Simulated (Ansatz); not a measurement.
# LiH (Fm-3m): lattice thermal conductivity, part 3 of 3

How well does the lattice of LiH conduct heat?

What experiment has found for this phase:
- thermal conductivity 15 W/m/K near room temperature (given in “Combining the AFLOW GIBBS and Elastic Libraries to efficiently and robustly screen thermo-mechanical properties of solids”, 2017, arXiv:1611.05714)
- thermal conductivity 15 W/m/K near room temperature (given in “Predicting the lattice thermal conductivity of solids by solving the Boltzmann transport equation: AFLOW - AAPL an automated, accurate and efficient framework”, 2017, arXiv:1611.05481)

Ansatz 0.2.0; DFT LDA, scalar-relativistic, plane waves, PAW; PAW set soft_1.

So far. Step 2 (Probe on a coarse mesh): The start is under -4.1 GPa at this level and looks like an insulator or semiconductor on this mesh. Step 5 (Relaxing to small residual forces and stress): The residual pressure is -5.4e-4 GPa, small enough for phonons. The relaxed cell has a = 3.908 Å (conventional setting).

The database entry behind the starting cell differs from later determinations by our own check (the deuteride, about 0.2 % short), so it need not match the best structure at ambient conditions.

### Step 6. Third-order constants and the Boltzmann equation (continued)

300 K; a sample spread over frequency. Mode lifetimes, by row, the first 40 of 90 rows:

```csv
q1,q2,q3,branch,frequency (THz),rms speed (km/s),three-phonon rate (1/ps),isotope rate (1/ps),lifetime (ps),mean free path (nm)
0,0,0.037,1,1.177,7.09,0.041,4.66e-6,24.4,173
0.037,0.1111,0.1481,1,4.13,6.26,0.294,0.0017,3.39,21.2
0.0741,0.1481,0.2222,1,5.371,5.21,0.519,0.00624,1.9,9.91
0,0.1111,-0.1852,1,6.264,4.22,0.54,0.0142,1.8,7.6
0.037,0.1852,-0.1481,1,6.784,3.98,0.481,0.0226,1.99,7.9
0,0.1852,0.2593,1,7.248,4.4,0.169,0.0333,4.93,21.7
0.037,0.1111,-0.2222,2,7.702,4.39,0.215,0.0496,3.78,16.6
0.037,0.2593,0.2963,1,7.939,3.67,0.122,0.0621,5.43,19.9
0,0.1111,-0.1111,3,8.232,8.9,0.244,0.0761,3.13,27.8
0,0.1481,0.3704,1,8.427,2.71,0.217,0.101,3.14,8.53
0,0.1481,-0.3333,1,8.62,2.18,0.444,0.127,1.75,3.81
0,0.037,-0.4074,2,8.797,1.58,0.353,0.161,1.95,3.08
0,0.2593,0.3704,1,8.918,2.56,0.109,0.207,3.17,8.1
0.0741,0.2593,0.4444,1,9.026,2.74,0.231,0.233,2.16,5.92
0.037,0.1852,0.4815,1,9.145,1.62,0.261,0.245,1.97,3.21
0,0.1852,-0.4074,1,9.274,1.16,0.376,0.257,1.58,1.83
0.0741,0.1481,0.4815,2,9.37,2.81,0.264,0.264,1.89,5.32
0.0741,0.3333,-0.2593,1,9.491,1.97,0.388,0.276,1.51,2.96
0.0741,0.2593,0.4444,2,9.602,3.35,0.156,0.286,2.26,7.57
0,0.3333,-0.3333,1,9.691,1.05,0.337,0.3,1.57,1.65
0.0741,0.3333,-0.4815,1,9.829,1.81,0.184,0.316,2,3.61
0.037,0.1481,0.2593,3,9.915,7.32,0.244,0.308,1.81,13.2
0.1111,0.3333,-0.4074,1,10.02,1.79,0.259,0.357,1.62,2.9
0.1481,0.3704,-0.2593,1,10.08,2.25,0.348,0.371,1.39,3.13
0.1481,0.3704,-0.2963,1,10.22,2.12,0.319,0.279,1.67,3.54
0,0.1852,-0.4074,2,10.34,3.07,0.354,0.246,1.67,5.12
0.1111,0.2593,-0.4444,2,10.51,2.8,0.395,0.227,1.61,4.5
0.1481,0.4444,-0.3704,1,10.7,2.19,0.237,0.207,2.25,4.94
0.037,0.1111,-0.1852,3,10.87,7.48,0.269,0.18,2.23,16.7
0,0.2593,0.2593,3,11.11,4.74,0.721,0.164,1.13,5.35
0,0.2963,-0.2963,2,11.37,2.86,0.524,0.168,1.44,4.13
0.1111,0.3704,-0.3704,2,11.65,2.59,0.657,0.163,1.22,3.16
0,0.3333,-0.4074,2,11.97,3.02,0.731,0.132,1.16,3.49
0,0.1481,0.3333,3,12.37,5.58,0.864,0.0746,1.07,5.95
0.1852,0.4074,-0.2963,3,12.73,3.03,0.798,0.172,1.03,3.12
0.037,0.3704,0.4074,3,13,1.84,1.09,0.29,0.725,1.33
0.037,0.2963,0.4444,3,13.16,1.83,1.17,0.425,0.629,1.15
0.1481,0.3704,-0.4074,3,13.26,1.82,1.05,0.687,0.575,1.05
0.0741,0.3333,-0.4815,3,13.37,1.15,1.14,0.487,0.614,0.705
0,0.2963,-0.4444,3,13.51,2.63,1.03,0.382,0.707,1.86
```

Without the LO-TO term. Gamma linewidths, by row:

```csv
branch,frequency (cm⁻¹),three-phonon rate (1/ps),isotope rate (1/ps),FWHM (cm⁻¹)
4,646.9,1.81,2.15e-31,9.6
5,646.9,1.81,2.15e-31,9.6
6,646.9,1.81,2.15e-31,9.6
```

W/m/K, third of the trace; RTA populations with a boundary rate v/L added to each mode (Matthiessen's rule). Kappa by grain size, by row:

```
T (K)   bulk  10 nm  30 nm  100 nm  300 nm  1000 nm  10000 nm  100000 nm
  100  136.3  4.823  11.05   24.03   42.38    67.19     111.9      132.4
  300  30.45  9.887   15.7   21.67   25.59    28.21     30.13      30.41
```

W/m/K, third of the trace; RTA populations with the isotope rates scaled. Kappa by mass disorder, by row:

| T (K) | no isotopes | as typed | variance x 3 | variance x 10 | variance x 30 |
| --- | --- | --- | --- | --- | --- |
| 100 | 252.3 | 136.3 | 108 | 75.35 | 46.25 |
| 300 | 45.21 | 30.45 | 23.12 | 16.33 | 11.65 |

At 300 K the relaxation-time value is 30.6 W/(m K).

### Step 7. What came out

```
highest frequency                          : 1107 cm⁻¹
Debye temperature from the second moment   : 1298 K
κ at 300 K (relaxation time)               : 30.6 W/m/K
mean free path at half of κ                : 26.9 nm
share of κ above the three lowest branches : 0.03
```

What this shows: The lattice of LiH conducts 30.6 W/(m K) at 300 K by LDA (mean over directions, relaxation-time solution). Above 300 K the relaxation-time κ falls as T^-1.04, near the 1/T law of three-phonon scattering. Grains of 100 nm would keep 71 % of the bulk value at 300 K, and grains of 1 µm 93 %. Removing the natural isotope disorder raises κ at 300 K by 48 %. A measured thermal conductivity near room temperature is 15 W/m/K (arXiv:1611.05714); the calculated 30.6 W/m/K differs by +104 %. The relaxed cell is 12 % smaller in volume than the database cell, which stiffens most phonons and usually raises κ; no run here tested that. Four-phonon, defect and boundary scattering, which are left out, would lower the calculated value; thermal expansion is left out too. The last run computed the relaxation-time solution alone; it counts normal processes as resistive, so the full solution usually lies higher, most of all in good conductors. The sum rules changed one orbit of cubic constants by up to 22 %; by the manual a large change points to a short cutoff or, on a small and distant orbit, to noisy forces. The conductivities include the coherence part between close branches; the shares for grains, isotopes, branches and paths are of the relaxation-time populations alone. Cubic couplings among atoms farther apart than the pair cutoff are dropped, and neither the cutoff nor the q-mesh was shown to be converged here. The PAW files were made for PBE and are used here under another functional, for which the program regenerates the frozen cores. The cell of these runs is 12 % smaller in volume than the database cell; frequencies and all that rests on them shift with it.

[Logs are printed without paths, hosts, clocks, repeated set-up lines and the standing remarks that a program may print on its own settings, such as how far it seeks lower states.]

[Hosts, paths, dates, database ids (printed as entryN), source tags and the programs' standing remarks are cut or masked in the printed files.]

[A step with changed settings may run another functional than the one named; its input shows which.]
